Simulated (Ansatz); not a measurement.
# Sc3B (built on the sites of a database entry of La3In): phonons and vibrational spectra, part 2 of 2

Task: relax Sc3B (built on the sites of a database entry of La3In), then find its harmonic phonons.

Ansatz 0.2.0; DFT PBEsol, scalar-relativistic, plane waves, PAW.

So far. Step 4 (Tight relaxation): The forces vanish by symmetry and the pressure is 0.000 GPa, within the tolerances set. The cell now holds 16.71 Å³/atom. Step 5 (Modes at Γ): Before it was imposed, the acoustic sum rule was missed by 5.3e-5 eV/Å². Small misses are needed for a sound result but don't prove that mesh and cutoff are converged. The lowest optical mode is real, 137 cm⁻¹. The relaxed cell has a = 4.058 Å (conventional setting).

The structure was built from a prototype and need not be the compound's stable phase.

**6. Phonons on a q mesh**

Stability and thermal properties need the whole zone. Linear response on a 2×2×2 q mesh gives force constants as far as a supercell of that size would.

input.yaml reads:

```yaml
crystal:
  lattice:
    - [4.0584555828, 0.0, 0.0]
    - [0.0, 4.0584555828, 0.0]
    - [0.0, 0.0, 4.0584555828]
  atoms:
    - { symbol: Sc, position: [0.0, 0.5, 0.5] }
    - { symbol: Sc, position: [0.5, 0.0, 0.5] }
    - { symbol: Sc, position: [0.5, 0.5, 0.0] }
    - { symbol: B, position: [0.0, 0.0, 0.0] }
kpoints:
  mp_grid: { grid: [10, 10, 10] }
hamiltonian:
  xc: pbesol
scf:
  occupations: { method: methfessel_paxton, width: 0.15 }
output:
  eigenvalues: true
phonons:
  method: dfpt
  qmesh: [2, 2, 2]
  temperatures: { t_max: 1000, t_step: 50 }
  qpath:
    path:
      - [[0.0, 0.0, 0.0], [0.0, 0.5, 0.0], [0.5, 0.5, 0.0], [0.0, 0.0, 0.0], [0.5, 0.5, 0.5], [0.0, 0.5, 0.0]]
      - [[0.5, 0.5, 0.5], [0.5, 0.5, 0.0]]
    npoints: 10
```

Run with:

```
$ ansatz run input.yaml --threads 8 --pin off --max-ram 14336MiB --backend cpu --events-out ev --progress --plain --runs-dir out
```

Numbers of over 12 decimals in the logs are rounded to 6 here.

The program printed:

```text
[...]
Crystal: 4 atoms, lattice volume = 66.847 Å³
Basis set: ecut = 420 eV, 1309 PW (Γ), exchange–correlation on 60×60×60 points (8 copies of the dense FFT grid, shifted against one another)
Bands: 22, of which v1, the nominal top of the filled ones, is band 18 counted from 1 (17 counted from 0)
Symmetry: 48 space group operations
k-points: 56 of 1000
[...]
SCF iter   1: F=—  HF=-6485.977052 eV  |F-HF|=—  |Δ(HF+E_count)|=         —  Δρ=6.09e-3  dr2=3.47e-2  ethr=1.77e-3  ⟨swp⟩=3.9  Hψ=9898  notcnv=0
[...]
SCF iter   8: F=-6485.965860 eV  HF=-6485.965860 eV  |F-HF|=0.00e0  |Δ(HF+E_count)|=  7.19e-11  S|Δr|=    0.00e0  Δρ=1.03e-7  dr2=4.91e-12  ethr=1.00e-12  ⟨swp⟩=5.9  Hψ=6490  notcnv=0
SCF 1 converged in 8 iterations: F = -6485.965860 eV  dr2 = 4.91e-12
[...]
SCF iter   3: F=-6485.965860 eV  HF=-6485.965860 eV  |F-HF|=9.09e-13  |Δ(HF+E_count)|=  9.09e-13  S|Δr|=    0.00e0  Δρ=7.14e-8  dr2=4.26e-12  ethr=1.00e-12  ⟨swp⟩=2.0  Hψ=1837  notcnv=0
SCF 2 converged in 3 iterations: F = -6485.965860 eV  dr2 = 4.26e-12
phonons: the bands overlap, so this run is a metal and interpolates without the dipole-dipole term. If the crystal is really an insulator or semiconductor, its LO-TO splitting is missing
NSCF: frozen V_eff on 56 k-points
[...]
DFPT response loops at q = (0, 0, 0) (fractional): preconditioner auto → Kerker (q_TF=auto, 2.461 Å⁻¹) (partly filled bands, converged f_vac=0.000); β = 1.00, the filter's whole step (`scf.mixing.beta` (0.50) is not read by the response loops under this deck's `scf.mixing.preconditioner`; to damp them name `kerker` or `kerker_dos`, under which they read `scf.mixing.beta`, and type it under 1.00, their step now; both keys bind the ground state too); Broyden in place of MSR1
[...]
SCF converged after 8 iterations
[...]
Free energy (F): -6485.965860 eV
[...]
Internal energy: -6485.961610 eV  (E = F + TS)
E sigma→0 (E₀):  -6485.964797 eV
Entropy (-TS):   -0.004250 eV (-1.063 meV/atom)
Fermi energy:    11.575212 eV
[...]
--- Band table (eV; the first three rows and the last of 56) ---
  k-point 0: bands = [... 14 lower, 10.6359, 10.6359, 10.9213, 10.9213, 10.9213, 12.0238, 12.0238, 12.0238, ... 4 higher]
  k-point 1: bands = [... 14 lower, 10.3379, 10.7404, 10.8689, 10.8689, 10.9601, 12.0541, 12.0541, 12.1699, ... 4 higher]
  k-point 2: bands = [... 14 lower, 9.7362, 10.7297, 10.7297, 11.0400, 11.0688, 12.1794, 12.1794, 12.4797, ... 4 higher]
  k-point 55: bands = [... 14 lower, 10.1228, 10.1228, 10.4688, 10.4688, 10.4688, 12.9906, 13.1911, 13.1911, ... 4 higher]
--- Phonons (Γ-DFPT): 3 representative perturbations + reference (Σ response iterations 9) ---
  ASR residual: 4.621e-5 → 0.000e0 eV/Å²; symmetrization residual: 1.427e-6 eV/Å²
  ASR residual per site (eV/Å²): 4.20e-5 4.20e-5 4.20e-5 4.62e-5
[...]
--- Phonons (arbitrary-q DFPT): 4 irreducible q on the 2×2×2 mesh ---
  q = [0.0000, 0.0000, 0.0000] (star 1, of the zone-centre solve; hermiticity 2.29e-7, symmetrization 7.84e-13): -0.00 0.00 0.00 137.18 137.18 137.18 151.38 151.38 151.38 333.86 333.86 333.86
  q = [0.0000, 0.0000, -0.5000] (star 3, 7 solved perturbations in 1332 linear systems a pass and spin channel, the states on 216 of 1000 k-point pairs; hermiticity 3.85e-7, symmetrization 5.44e-13): -90.74 82.86 82.86 131.65 131.65 167.33 204.18 204.18 216.04 235.45 235.45 278.52
[...]
sum rule: each row above includes the acoustic sum rule's correction from the zone centre's row sums; it moved no ω² by more than (1.08 cm⁻¹)²
  mesh force constants: q→R imaginary residual 2.86e-18; ASR residual 4.621e-5 → 0.000e0 eV/Å²; symmetrization residual 3.553e-15 eV/Å²
  interpolated dispersion: 62 rows × 12 modes
  density of states and harmonic sums: on the 16×16×16 q-mesh, interpolated from the force constants of a 2×2×2 supercell (no non-analytic term)
  largest difference from the sums on the solved wave vectors: F 1.36e-1 eV, S 1.73e-4 and C_V 4.78e-5 eV/K
  zero-point energy: 0.125425 eV/cell   skipped modes (ω ≤ 0): 186, of them read as no rigid motion or as one in doubt: 183 (1.060e0 modes/cell left out, lowest -90.74 cm⁻¹)   left out of the sums: 8.84e-2 of the cell's modes: C_V's classical limit lies that fraction below 3 k_B per atom; for a crystal, a wire or a layer, F and S can be off by more, and a phonons.interpolated_qmesh denser along its periods is the remedy for the sampling
```

Wall time 79 s (8 threads of Arm Neoverse V2, shared host); peak memory 1.3 GiB; 9.9 min of CPU time.

Numbers from this step:

| Property | Result |
| --- | --- |
| sum-rule residual before enforcement | 4.62e-5 eV/Å² |
| lowest frequency on the path | -90.74 cm⁻¹ |
| highest frequency on the path or at a solved wavevector | 368.9 cm⁻¹ |
| lowest mode on the q mesh (acoustic modes at Γ apart) | -90.74 cm⁻¹ |

Frequencies (cm⁻¹) solved at each irreducible wavevector; negative means imaginary. Frequencies by wavevector, by row:

```
q in reciprocal lattice units  star  mode 1  mode 2  mode 3  mode 4  mode 10  mode 11  mode 12
                        0 0 0     1       0       0       0   137.2    333.9    333.9    333.9
                     0 0 -0.5     3   -90.7    82.9    82.9   131.7    235.4    235.4    278.5
                  0 -0.5 -0.5     3   -80.6   114.5   114.5   132.9    271.2    271.2    295.5
               -0.5 -0.5 -0.5     1   -78.9   -78.9   -78.9   133.7    311.8    311.8    368.9
```

Interpolated from a 2×2×2 q mesh, rough between the solved points. The phonon branches at the labelled points (cm⁻¹):

```
    point  branch 1  branch 2  branch 3  branch 4  branch 9  branch 10  branch 11  branch 12
        Γ         0         0         0       137       151        334        334        334
  halfway        60        60        73        97       218        294        296        296
        X       -91        83        83       132       216        236        236        278
  halfway       -77       100       106       120       234        241        271        277
        M       -81       114       114       133       231        271        271        296
  halfway       -12        86        89       101       231        261        272        291
        Γ         0         0         0       137       151        334        334        334
  halfway       -35        40        40       135       247        259        259        308
        R       -79       -79       -79       134       312        312        312        369
  halfway       -77        33        56       140       260        264        280        317
        X       -91        83        83       132       216        236        236        278
jump to R       -79       -79       -79       134       312        312        312        369
  halfway       -80       -28       -28       147       282        291        291        341
        M       -81       114       114       133       231        271        271        296
```

Tetrahedra on a 16×16×16 mesh, mean over bins of 5 cm-1. Interpolated from a 2×2×2 q mesh, rough between the solved points. Phonon density of states against wavenumber; read off at these points:

```
wavenumber (cm⁻¹)  phonon density of states (1/cm⁻¹/cell)
              -92                                  1.0e-5
              -78                                  0.0664
              -62                                  0.0136
              -42                                 0.00679
              -28                                 0.00493
              -12                                 0.00369
                2                                 0.00378
               18                                 0.00464
               32                                 0.00781
               52                                  0.0183
               68                                  0.0235
               82                                  0.0426
               98                                  0.0221
              112                                  0.0265
              128                                  0.0859
              142                                  0.0727
              148                                  0.0385
              162                                  0.0551
              168                                  0.0565
              178                                  0.0391
              192                                  0.0395
              208                                  0.0462
              222                                  0.0185
              242                                  0.0341
              258                                  0.0415
              272                                  0.0742
              288                                  0.0421
              302                                  0.0313
              318                                  0.0124
              338                                 0.00426
              352                                  0.0027
              368                                  4.5e-4
```

The partial phonon density of states has structure finer than the step of the table below, so its rows give means over 20 cm⁻¹, whole bins alone (the curve runs from -99.1 to 388 cm⁻¹). Peaks (cm⁻¹: height): B 204.4: 0.0252, 271.9: 0.0504; Sc -77.6: 0.0450, 45.0: 0.0237, 78.7: 0.0386, 127.8: 0.0714, 167.6: 0.0439, 296.4: 0.0288.

Phonopy on the run's constants, 15x15x15 mesh, Gaussian sigma 3.5 cm-1. Interpolated from a 2×2×2 q mesh, rough between the solved points. Table of partial phonon density of states by wavenumber; means over each step; values in 1/cm⁻¹/cell:

```
wavenumber (cm⁻¹)        B       Sc
              -80   3.5e-5   0.0260
              -60   2.0e-5   0.0136
              -40   1.6e-5  0.00863
              -20   3.5e-7  0.00282
                0   3.5e-6   6.4e-4
               20   5.3e-5  0.00538
               40   1.6e-4   0.0160
               60   1.4e-4   0.0208
               80   1.2e-4   0.0339
              100   1.5e-4   0.0260
              120   7.1e-4   0.0477
              140  0.00742   0.0514
              160  0.00812   0.0329
              180   0.0111   0.0304
              200   0.0197   0.0251
              220   0.0127   0.0123
              240   0.0193   0.0147
              260   0.0326   0.0164
              280   0.0299   0.0230
              300  0.00689   0.0247
              320   8.7e-4   0.0114
              340   5.0e-5  0.00438
              360        0  0.00181
```

Symmetry leaves 4 wavevectors to solve. The lowest mode among them, the acoustic zeros apart, lies at q = (0, 0, -0.5) and is imaginary, 90.7i cm⁻¹, so the energy falls along it.

**7. Isotope substitution**

An isotope changes the mass and not the force constants, so no new electronic calculation is needed; the shifts show which modes move this element.

The same force constants with the mass of B changed from 10.810 to 10.013 u (phonopy, no LO-TO term). Both lists are sorted by frequency; levels can cross, so a row need not hold one and the same mode. Modes under 3 cm⁻¹ are left out. Isotope shifts, by row, the first 40 of 45 rows:

```
             q  rank  natural mass (cm⁻¹)  changed mass (cm⁻¹)
         0 0 0     4                137.2                137.2
         0 0 0     5                137.2                137.2
         0 0 0     6                137.2                137.2
         0 0 0     7                151.4                156.2
         0 0 0     8                151.4                156.2
         0 0 0     9                151.4                156.2
         0 0 0    10                333.9                335.4
         0 0 0    11                333.9                335.4
         0 0 0    12                333.9                335.4
      0 0 -0.5     1               -90.74               -90.74
      0 0 -0.5     2                82.86                82.86
      0 0 -0.5     3                82.86                82.86
      0 0 -0.5     4                131.7                131.7
      0 0 -0.5     5                131.7                131.7
      0 0 -0.5     6                167.3                167.3
      0 0 -0.5     7                204.2                212.2
      0 0 -0.5     8                204.2                212.2
      0 0 -0.5     9                  216                216.1
      0 0 -0.5    10                235.4                235.4
      0 0 -0.5    11                235.4                235.4
      0 0 -0.5    12                278.5                289.4
   0 -0.5 -0.5     1               -80.59               -80.59
   0 -0.5 -0.5     2                114.5                114.5
   0 -0.5 -0.5     3                114.5                114.5
   0 -0.5 -0.5     4                132.9                133.1
   0 -0.5 -0.5     5                132.9                133.1
   0 -0.5 -0.5     6                160.7                160.7
   0 -0.5 -0.5     7                183.8                183.8
   0 -0.5 -0.5     8                229.7                231.2
   0 -0.5 -0.5     9                231.2                238.6
   0 -0.5 -0.5    10                271.2                281.4
   0 -0.5 -0.5    11                271.2                281.4
   0 -0.5 -0.5    12                295.5                295.5
-0.5 -0.5 -0.5     1               -78.92               -78.92
-0.5 -0.5 -0.5     2               -78.92               -78.92
-0.5 -0.5 -0.5     3               -78.92               -78.92
-0.5 -0.5 -0.5     4                133.7                135.7
-0.5 -0.5 -0.5     5                133.7                135.7
-0.5 -0.5 -0.5     6                133.7                135.7
-0.5 -0.5 -0.5     7                156.7                156.7
```

A mode of this element alone would shift by +3.90 %. The highest zone-centre frequency without the field goes from 333.9 to 335.4 cm⁻¹ (+0.4 %). The product of the frequency ratios over all optical modes at Γ is 1.113; the product rule, (m/m′)^(3k/2) (M′/M)^(3/2) with k = 1 such atoms and M the mass of the cell, gives 1.113.

**8. What came out**

| Item | Value |
| --- | --- |
| space group after relaxation (within 0.01 Å) | Pm-3m |
| volume per atom | 16.7 Å³ |
| electronic character | no gap on this mesh |
| highest optical mode at the zone centre (no LO-TO term) | 334 cm⁻¹ |
| lowest optical zone-centre mode | 137 cm⁻¹ |
| lowest mode on the q mesh (acoustic modes at Γ apart) | -90.7 cm⁻¹ |
| highest frequency on the path or at a solved wavevector | 369 cm⁻¹ |
| imaginary modes on the 2×2×2 q mesh | yes |

Modes are clearly imaginary (beyond 10i cm⁻¹) at 3 of the 4 irreducible wavevectors, most at q = (0, 0, -0.5) (90.7i cm⁻¹), so this structure is not a minimum of the energy. The optical modes at Γ span 137 to 334 cm⁻¹. The highest mode in this list at Γ, 333.9 cm⁻¹, is mostly motion of Sc (89 % of the kinetic energy). The q mesh stands for a supercell only 8.1 Å across, so branches between the solved wavevectors are rough. With no gap, or one that is small against the smearing, the frequencies hang on the k mesh and the smearing, most of all near Kohn anomalies. The starting cell was built on a prototype and not taken from a measurement, so the phase need not exist. These are harmonic frequencies at zero temperature: anharmonic shifts, linewidths and thermal expansion are left out.

[Logs are printed without paths, hosts, clocks, repeated set-up lines and the standing remarks that a program may print on its own settings, such as how far it seeks lower states.]

[Hosts, paths, dates, database ids (printed as entryN), source tags and the programs' standing remarks are cut or masked in the printed files.]
